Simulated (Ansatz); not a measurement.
# Quasiparticle gap of LuBi2O4Cl (P4/mmm)

How far does one-shot GW move the HSE06 gap of LuBi2O4Cl (P4/mmm)?

Calculated with Ansatz 0.2.0; HSE06, then G0W0 on it, plane waves, PAW.

This is a report of a sequence of runs, with most program output left out.

In doubt: masses and optical values from hybrid runs of this build are listed as unsure (step 3), which bears on the screening that GW takes from such a start; one-shot GW on d or f shells is unsure (step 3), so the values of those runs are not to be relied on.

## 1. The starting structure

The structure is tetragonal, space group P4/mmm (No. 123). The conventional cell has a = 3.823 Å, b = 3.823 Å, c = 8.856 Å, α = 90.00°, β = 90.00°, γ = 90.00°. Lu has 8 O at 2.34 Å nearest. Nearest to Bi lie 4 O at 2.23 Å. Nearest to Cl lie 8 Bi at 3.33 Å. Nearest to O lie 2 Bi at 2.23 Å and 2 Lu at 2.34 Å. Farther neighbours and most contacts between anions are not listed.

The cell and positions come from the Crystallography Open Database and are kept as given unless a step says otherwise. Spin-orbit coupling is left out unless a step names it.

The logs state that the PAW files were generated under PBE.

## 2. The starting point: HSE06

HSE06 mixes in a quarter of exact exchange at short range.

This step: DFT, HSE06, plane waves, PAW; PAW set soft_1.

Input file input.yaml:

```yaml
crystal:
  lattice:
    - [3.8232, 0.0, 0.0]
    - [0.0, 3.8232, 0.0]
    - [0.0, 0.0, 8.856]
  atoms:
    - { symbol: Lu, position: [0.0, 0.0, 0.0] }
    - { symbol: Bi, position: [0.5, 0.5, 0.7193] }
    - { symbol: Bi, position: [0.5, 0.5, 0.2807] }
    - { symbol: Cl, position: [0.0, 0.0, 0.5] }
    - { symbol: O, position: [0.5, 0.0, 0.848] }
    - { symbol: O, position: [0.0, 0.5, 0.848] }
    - { symbol: O, position: [0.5, 0.0, 0.152] }
    - { symbol: O, position: [0.0, 0.5, 0.152] }
kpoints:
  mp_grid: { grid: [4, 4, 2] }
  band_path:
    path:
      - [0.0, 0.0, 0.0]
      - [0.0, 0.5, 0.0]
      - [0.5, 0.5, 0.0]
      - [0.0, 0.0, 0.5]
      - [0.0, 0.5, 0.5]
      - [0.5, 0.5, 0.5]
    npoints: 1
hamiltonian:
  xc: hse06
  pseudopotentials: { kind: paw, azcp: { folder: soft_1 } }
scf:
  occupations: { method: fixed }
  n_extra_bands: 6
output:
  eigenvalues: true
  write_density: true
  write_potential: true
  elf: true
  volumetric_format: npy
```

Started as:

```sh
$ ansatz run input.yaml --threads 4 --pin off --max-ram 138240MiB --backend cuda --events-out ev --progress --plain --runs-dir out --devices 1 --max-vram 26GiB
```

Run time: 20 s. Hardware: 1 × NVIDIA H100 80GB HBM3 (shared by 3 runs) with 4 threads of AMD EPYC 7R13 (Zen 3), shared host; peak memory 1.3 GiB.

This step gave:

| Quantity | Value |
| --- | --- |
| gap | 2.474 eV |
| valence top at | R |
| conduction bottom at | Γ |
| least direct gap | 2.690 eV |
| exact-exchange fraction | 0.25 |

Over mesh and listed points the gap is 2.474 eV, from k = (0.000, 0.500, 0.500) to k = Γ. The least direct gap found is 2.690 eV, at k = Γ. The program's warnings for this run: metallic iterate.

Electrostatic potential energy in the ac plane at fractional y = 0.000, with atoms of Lu and Cl and O within 0.2 Å of it. With pseudopotentials it is smooth inside the atoms' cores, unlike the true potential.

Values in eV, 24 rows by 14 columns, each cell a mean:
```
-47 -47 -35 -10   5  11  13  14  13  10   2 -17 -42 -47
-36 -29 -12   2   9   9   3  -1   4  10   7  -2 -18 -31
 -3   0   5   9   9 -10 -23 -28 -21  -2  10   8   3  -1
  9  10  12  13   8 -17 -31 -37 -28  -9  11  13  11  10
 13  14  14  14  12  -4 -19 -24 -17   3  14  14  14  13
 15  15  15  15  14  12   8   5   9  13  15  15  15  15
 15  15  15  15  14  14  14  13  14  14  14  15  15  15
 15  15  15  14  14  14  13  13  13  14  14  14  15  15
 13  13  14  14  14  14  14  13  14  14  14  14  14  13
 -5  -1   8  12  14  14  14  14  14  14  14  11   5  -2
-27 -25 -12   6  13  15  15  15  15  14  12   2 -17 -26
-30 -30 -22  -1  12  15  15  15  15  14  10  -8 -27 -30
-30 -28 -19   2  12  15  15  15  15  14  11  -4 -24 -29
-19 -14   0  10  13  14  14  14  15  14  13   8  -5 -16
  8  10  12  14  14  14  14  14  14  14  14  13  11   9
 14  14  14  14  14  14  13  13  13  14  14  14  14  14
 15  15  15  14  14  14  13  13  14  14  14  15  15  15
 15  15  15  15  14  14  13  12  13  14  15  15  15  15
 14  14  15  15  14   6  -7 -11  -4  10  14  15  14  14
 12  12  13  14  10 -14 -27 -33 -25  -6  12  14  13  12
  5   6   9  11   8 -16 -29 -35 -26  -8  11  11   8   6
-19 -13  -2   6   9   1 -11 -15  -9   6   9   4  -6 -15
-46 -42 -25  -5   7  11  12  12  12  10   4 -10 -33 -44
-47 -47 -41 -14   3  11  13  14  13   9   0 -22 -46 -47
```
Columns run along a (3.8 Å; values clipped at the 3rd and 97th percentile), rows up along c (8.9 Å). Atoms in or near the plane, at fractional coordinates: Lu at (0.00, 0.00), Cl at (0.00, 0.50), O at (0.50, 0.85), O at (0.50, 0.15).

ELF in the ac plane at fractional y = 0.000, with atoms of Lu and Cl and O within 0.2 Å of it. It is the smooth field of the valence electrons, not physical close to the nuclei.

Values, 24 rows by 14 columns, each cell a mean:
```
0.80 0.85 0.80 0.46 0.12 0.18 0.32 0.35 0.29 0.13 0.17 0.59 0.84 0.83
0.80 0.75 0.49 0.19 0.29 0.67 0.78 0.79 0.77 0.57 0.21 0.26 0.61 0.77
0.31 0.23 0.12 0.26 0.67 0.84 0.74 0.65 0.78 0.82 0.56 0.18 0.15 0.26
0.03 0.03 0.12 0.47 0.78 0.81 0.58 0.39 0.66 0.83 0.73 0.35 0.06 0.03
0.01 0.03 0.13 0.44 0.70 0.80 0.75 0.69 0.77 0.79 0.65 0.34 0.07 0.02
0.01 0.02 0.07 0.22 0.45 0.64 0.71 0.73 0.70 0.59 0.39 0.16 0.04 0.01
0.03 0.02 0.02 0.05 0.13 0.26 0.34 0.37 0.33 0.22 0.10 0.04 0.02 0.02
0.26 0.21 0.11 0.05 0.03 0.05 0.07 0.08 0.06 0.04 0.03 0.06 0.14 0.23
0.74 0.70 0.56 0.32 0.12 0.04 0.03 0.02 0.03 0.06 0.17 0.40 0.62 0.71
0.86 0.86 0.82 0.71 0.44 0.14 0.04 0.02 0.05 0.22 0.53 0.75 0.84 0.86
0.69 0.78 0.86 0.84 0.69 0.33 0.08 0.03 0.11 0.46 0.75 0.85 0.84 0.75
0.26 0.54 0.82 0.86 0.76 0.43 0.10 0.03 0.16 0.57 0.81 0.86 0.76 0.45
0.47 0.66 0.84 0.85 0.74 0.39 0.09 0.03 0.14 0.53 0.79 0.86 0.80 0.60
0.83 0.85 0.85 0.79 0.58 0.23 0.05 0.02 0.07 0.34 0.66 0.82 0.86 0.84
0.82 0.80 0.72 0.53 0.26 0.07 0.03 0.02 0.03 0.11 0.33 0.60 0.76 0.81
0.52 0.46 0.29 0.13 0.05 0.03 0.03 0.04 0.03 0.03 0.06 0.17 0.36 0.48
0.08 0.06 0.03 0.03 0.06 0.12 0.17 0.19 0.16 0.10 0.05 0.03 0.04 0.06
0.01 0.01 0.04 0.12 0.29 0.48 0.57 0.60 0.55 0.42 0.24 0.09 0.02 0.01
0.01 0.02 0.11 0.35 0.61 0.76 0.78 0.77 0.78 0.73 0.55 0.27 0.06 0.02
0.02 0.03 0.14 0.49 0.76 0.81 0.64 0.50 0.70 0.82 0.72 0.38 0.07 0.02
0.12 0.08 0.09 0.37 0.76 0.82 0.64 0.47 0.70 0.83 0.68 0.26 0.07 0.10
0.62 0.53 0.28 0.17 0.49 0.80 0.81 0.79 0.82 0.73 0.36 0.16 0.37 0.56
0.84 0.84 0.71 0.32 0.15 0.41 0.59 0.63 0.57 0.30 0.15 0.44 0.79 0.85
0.72 0.82 0.83 0.55 0.13 0.07 0.10 0.11 0.09 0.06 0.22 0.67 0.85 0.79
```
Columns run along a (3.8 Å), rows up along c (8.9 Å). Atoms in or near the plane, at fractional coordinates: Lu at (0.00, 0.00), Cl at (0.00, 0.50), O at (0.50, 0.85), O at (0.50, 0.15).

## 3. The quasiparticle correction

G0W0 replaces the xc potential by a self-energy built once from the orbitals of the start. Levels are corrected in the window of bands that the input names, at points of the mesh.

This step: G0W0 on HSE06, plane waves, PAW.

Input file input.yaml:

```yaml
crystal:
  lattice:
    - [3.8232, 0.0, 0.0]
    - [0.0, 3.8232, 0.0]
    - [0.0, 0.0, 8.856]
  atoms:
    - { symbol: Lu, position: [0.0, 0.0, 0.0] }
    - { symbol: Bi, position: [0.5, 0.5, 0.7193] }
    - { symbol: Bi, position: [0.5, 0.5, 0.2807] }
    - { symbol: Cl, position: [0.0, 0.0, 0.5] }
    - { symbol: O, position: [0.5, 0.0, 0.848] }
    - { symbol: O, position: [0.0, 0.5, 0.848] }
    - { symbol: O, position: [0.5, 0.0, 0.152] }
    - { symbol: O, position: [0.0, 0.5, 0.152] }
kpoints:
  mp_grid: { grid: [6, 6, 2] }
hamiltonian:
  xc: hse06
  pseudopotentials: { kind: paw, source: ansatz }
scf:
  occupations: { method: fixed }
gw:
  n_empty_bands: 769
  ecut_chi: 190.0
  qp_bands: [v2, c2]
  qp_kpoints: band_edges
  screening: { model: contour_deformation }
```

Wall time 7.7 min (1 × NVIDIA H100 80GB HBM3 (shared by 3 runs) with 4 threads); peak memory 9.9 GiB; 16 min of CPU time.

This step gave:

| Property | Result |
| --- | --- |
| bands summed | 820 |
| RPA ε∞ on this mesh (eigenvalues) | 4.053, 4.396, 4.396 |
| plane waves in the screening matrix | 767 |
| q-points in the mesh | 72 |
| G0W0 gap over the corrected points | 2.924 eV |
| k of the valence top | -0.5, -0.5, 0 |
| k of the conduction bottom | 0, 0, 0 |
| starting gap on the mesh | 2.477 eV |
| Z at the valence top | 0.7738 |
| Z at the conduction bottom | 0.8464 |
| least direct G0W0 gap over the corrected points | 3.028 eV |

Over 16 of 20 irreducible mesh points the G0W0 gap is 2.924 eV, from k = (-0.500, -0.500, 0.000) to k = Γ. The HSE06 gap of this run on the mesh is 2.477 eV. Other states bound it: the two that bound the G0W0 gap lie 2.731 eV apart in HSE06, so state for state the correction is 2.924 − 2.731 = +0.193 eV, while gap against gap it is 2.924 − 2.477 = +0.447 eV. The start of this run differs from the step before in mesh (4×4×2 and 6×6×2), files (soft_1 PAW and hard PAW) and plane-wave cutoff (420 eV and 930 eV). The program's warnings for this run: metallic iterate.

Labels follow the order of the start: v1 is the top filled band, c1 the lowest empty one; levels that stay degenerate share a row, the window can cut a multiplet, doubted levels are not marked in this list, bands outside the window were not corrected, and the list may be a part of the corrected levels. Levels before and after the correction, in eV, zero at the valence-band top of each column:

```
       conduction bottom  valence top
HSE06               2.48         0.00
 G0W0               2.92         0.00
```

```
                     level  occupation  energy (eV)
HSE06                 Γ v2           2       -0.974
HSE06                 Γ v1           2       -0.216
HSE06                 Γ c1           0        2.477
HSE06                 Γ c2           0        5.322
HSE06     (-0.5 -0.5 0) v2           2       -0.711
HSE06     (-0.5 -0.5 0) v1           2       -0.254
HSE06  (-0.5 -0.5 0) c1-c2           0        5.113
 G0W0                 Γ v2           2       -0.732
 G0W0                 Γ v1           2       -0.104
 G0W0                 Γ c1           0        2.924
 G0W0                 Γ c2           0        5.850
 G0W0     (-0.5 -0.5 0) v2           2       -0.396
 G0W0     (-0.5 -0.5 0) v1           2        0.000
 G0W0  (-0.5 -0.5 0) c1-c2           0        5.745
```

The parts of the quasiparticle energy for the two states that bound the G0W0 gap, in eV on the run's own scale (QP = start + Σx + Σc − Vxc, with Σc at the quasiparticle energy):

```
             edge                        k  band   start       Σx      Σc      Vxc      Z      QP
      valence top  (-0.500, -0.500, 0.000)    51   9.633  −29.769   4.559  −25.172  0.774   9.595
conduction bottom                        Γ    52  12.364   −9.499  −3.414  −13.067  0.846  12.518
```

For a hybrid start, Vxc holds its share of exact exchange.

## 4. Spin-orbit coupling

This run has two-component orbitals with spin-orbit coupling.

This step: DFT, HSE06 with spin-orbit coupling, plane waves, PAW; PAW set soft_1.

input.yaml: that of step 3 with these lines changed.

```diff
@@ -15,13 +15,22 @@
 kpoints:
-  mp_grid: { grid: [6, 6, 2] }
+  mp_grid: { grid: [4, 4, 2] }
+  band_path:
+    path:
+      - [0.0, 0.0, 0.0]
+      - [0.0, 0.5, 0.0]
+      - [0.5, 0.5, 0.0]
+      - [0.0, 0.0, 0.5]
+      - [0.0, 0.5, 0.5]
+      - [0.5, 0.5, 0.5]
+    npoints: 1
 hamiltonian:
   xc: hse06
-  pseudopotentials: { kind: paw, source: ansatz }
+  pseudopotentials: { kind: paw_fr, azcp: { folder: soft_1 } }
 scf:
   occupations: { method: fixed }
-gw:
-  n_empty_bands: 769
-  ecut_chi: 190.0
-  qp_bands: [v2, c2]
-  qp_kpoints: band_edges
-  screening: { model: contour_deformation }
+  n_extra_bands: 12
+magnetization:
+  noncollinear: true
+  spin_orbit: true
+output:
+  eigenvalues: true
```

It took 58 s on 1 × NVIDIA H100 80GB HBM3 (shared by 3 runs) with 4 threads; peak memory 2.2 GiB.

Numbers from this step:

```
gap                     : 2.268 eV
valence top at          : R
conduction bottom at    : Γ
least direct gap        : 2.493 eV
exact-exchange fraction : 0.25
```

Over mesh and listed points the gap is 2.268 eV, from k = (0.000, 0.500, 0.500) to k = Γ. The least direct gap found is 2.493 eV, at k = Γ. HSE06+SOC against HSE06: 2.268 − 2.474 = −0.206 eV, with the same mesh, set of files (read in its fully relativistic form for the spin-orbit run) and cutoff, and both edges at the same k points. The spin-orbit run sees mesh and listed points alone, so its gap is an upper bound: the coupling can move an edge off these points, and the change over the zone, its sign included where it is small, is not known.

## 5. Side by side

Each gap is the least one over the points named; times are wall times on shared hosts, not benchmarks. A G0W0 time includes the run's own self-consistent start. Runs with listed points see these and the mesh alone, so an edge that moves elsewhere is missed.

```
     level   mesh       files, cutoff  bands summed, screening                            points  gap (eV)              valence top  conduction bottom  least direct gap (eV)     time
     HSE06  4×4×2  soft_1 PAW, 420 eV                        -            mesh and listed points     2.474    (0.000, 0.500, 0.500)                  Γ                  2.690     20 s
 HSE06+SOC  4×4×2  soft_1 PAW, 420 eV                        -            mesh and listed points     2.268    (0.000, 0.500, 0.500)                  Γ                  2.493     58 s
G0W0@HSE06  6×6×2    hard PAW, 930 eV              820, 190 eV  16 of 20 irreducible mesh points     2.924  (-0.500, -0.500, 0.000)                  Γ                  3.028  7.7 min
```

## 6. Outcome

```
HSE06 gap over mesh and listed points                : 2.474 eV, from k = (0.000, 0.500, 0.500) to k = Γ
G0W0@HSE06 gap over 16 of 20 irreducible mesh points : 2.924 eV, from k = (-0.500, -0.500, 0.000) to k = Γ
HSE06+SOC gap over mesh and listed points            : 2.268 eV
GW settings                                          : 6×6×2 mesh, 769 empty bands, screening to 190 eV, hard PAW files
known limits                                         : finite bands, screening cutoff and k mesh; no spin-orbit coupling in G0W0
```

**Reading.** Over 16 of 20 irreducible mesh points the G0W0 gap is 2.924 eV, from k = (-0.500, -0.500, 0.000) to k = Γ. The HSE06 gap of this run on the mesh is 2.477 eV. Other states bound it: the two that bound the G0W0 gap lie 2.731 eV apart in HSE06, so state for state the correction is 2.924 − 2.731 = +0.193 eV, while gap against gap it is 2.924 − 2.477 = +0.447 eV. The valence state moves by 9.595 − 9.633 = −0.038 eV and the conduction state by 12.518 − 12.364 = +0.154 eV, on the run's own scale; how far single levels stand from their limit in bands is not shown. Both edges that HSE06 shows over mesh and listed points lie at k points where levels were corrected. G0W0 has the valence top at another k point than that. Levels at other points were not corrected, so a lower G0W0 gap elsewhere in the zone is not ruled out. No second run with other bands and screening cutoff is shown, so the distance to the basis limit is not known. On another start, G0W0@r2SCAN runs of this series (6×6×2 mesh, hard PAW; not shown as steps) give 2.517 eV with 390 bands and 110 eV, 2.637 eV with 820 bands and 190 eV, 2.711 eV with 1355 bands and 270 eV and 2.780 eV with 2228 bands and 380 eV. G0W0 on other starts in this series, not shown as steps and not all at these settings: 2.637 eV on r2SCAN (6×6×2, hard PAW, 820 bands, 190 eV) and 3.132 eV on PBE0 (6×6×2, hard PAW, 820 bands, 190 eV). HSE06+SOC against HSE06: 2.268 − 2.474 = −0.206 eV, with the same mesh, set of files (read in its fully relativistic form for the spin-orbit run) and cutoff, and both edges at the same k points. The spin-orbit run sees mesh and listed points alone, so its gap is an upper bound: the coupling can move an edge off these points, and the change over the zone, its sign included where it is small, is not known. What spin-orbit coupling does to the G0W0 levels was not computed, so no sum with the G0W0 gap is formed. For the G0W0 step: the program's warnings for this run: metallic iterate. The G0W0 runs are scalar-relativistic. The cell holds Lu; where the f levels lie against the gap was not analysed here. No pair of G0W0 runs that differ in the mesh alone is shown (6×6×2 is a supercell whose nearest images lie 18 Å apart), so the error from the mesh is not known here. G0W0 is shown with one set of atomic data (hard PAW), so the error from the files is not known here.

[Paths, hosts, dates, memory and timing lines, banners, echoed tables and standing remarks are left out of the program output.]

[Logs are printed without paths, hosts, clocks, repeated set-up lines and the standing remarks that a program may print on its own settings, such as how far it seeks lower states.]

[Runs of the session that timed out or met a known fault of the program may be left out.]

[Cells called generated may have been cut or substituted from an entry of the Crystallography Open Database or the Materials Project.]

[Hosts, paths, dates, database ids (printed as entryN), source tags and the programs' standing remarks are cut or masked in the printed files.]

[Where an RPA ε∞ is given, it is that of the G0W0 mesh and is not shown converged in it. Names of k-points follow the symmetry that the program found, which can be lower than the space group named. Band edges on a path are those of the sampled points; other points can move an edge, and change direct to indirect where valleys lie close.]

[Hybrid gaps are those of their k-mesh and are not shown converged in it.]
